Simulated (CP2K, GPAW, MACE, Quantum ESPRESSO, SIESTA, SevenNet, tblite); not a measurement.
# Predicting plane-wave site energies from SIESTA DZP, PBE: a vacancy of Si in generalised stacking fault on (111) (glide set) of a Ge-Si solid solution (72 atoms)

The cell holds 72 atoms: 51 Ge and 21 Si. Cell: a = 6.849 Å, b = 11.862 Å, c = 19.704 Å, α = 90.0°, β = 83.3°, γ = 90.0°. It derives from Ge. Diamond-structure Ge lattice (a = 5.5919 Å, the value set for the mixture), cell with z along [111], 1 x 3 x 2 periods; the third cell vector is tilted by 0.333 of 1/2[11-2] and lengthened by 0.2 Å, so the cell holds one fault (glide set); displaced by a Gaussian of 0.01 Å; 21 of 72 Ge sites given to Si at random (lattice constant by Vegard's rule between Ge and Si). Then the atoms were relaxed with MACE MP-0b3 medium in the fixed cell.

Calculated with Quantum ESPRESSO 7.5: PBE; plane waves, SSSP efficiency, 45/360 Ry; k-points Γ. The cheaper level is PBE; DZP orbitals, shift 0.01 Ry, mesh 300 Ry; k-points Γ. Each row is one cell with a vacancy of Si, relaxed with MACE MP-0b3 medium; both levels solve the same cells, and energies are counted from site Si26 at each level.

```
energy from SIESTA DZP, PBE (eV)  energy from plane waves (eV)  site
                           0.000                             0  Si26
                           0.151                        0.1947  Si69
                           0.196                             ?     ?
                           0.683                        0.4563  Si72
                           0.720                        0.4825  Si32
```

**Question.** Fit a straight line to the rows given and interpolate to the withheld row.

Worked fit:

Take u as the energy from SIESTA DZP, PBE and v as that from plane waves.

```
  u (eV)    v (eV)
       0         0
0.151297  0.194698
0.683467  0.456324
0.720177  0.482503
```

With n = 4: mean u = 0.388735, mean v = 0.283381, Σ(u − ū)² = 0.40421, Σ(u − ū)(v − v̄) = 0.24819. Slope b = 0.24819 / 0.40421 = 0.61400; intercept a = v̄ − b ū = 0.044698.

At the withheld site u = 0.1958, and v = a + b u.

Prediction at 0.196: 0.1649 eV. The run gave 0.3098 eV, so the fit is low by 0.14 eV (47 % of the value).

The slope of 0.61 says that SIESTA DZP, PBE stretches the spread of the sites. Taken as it stands, without the line, its value misses the withheld site by 0.11 eV. Among the rows given, the largest miss of the fit is at 0.151, by 0.057 eV (12 % of the range of the table).

Limits: Few sites, one cell. The geometries are those of MACE MP-0b3 medium, not of DFT.

[Logs are printed without paths, hosts, clocks, repeated set-up lines and the standing remarks that a program may print on its own settings, such as how far it seeks lower states.]

[Hosts, paths, dates, database ids (printed as entryN), source tags and the programs' standing remarks are cut or masked in the printed files.]
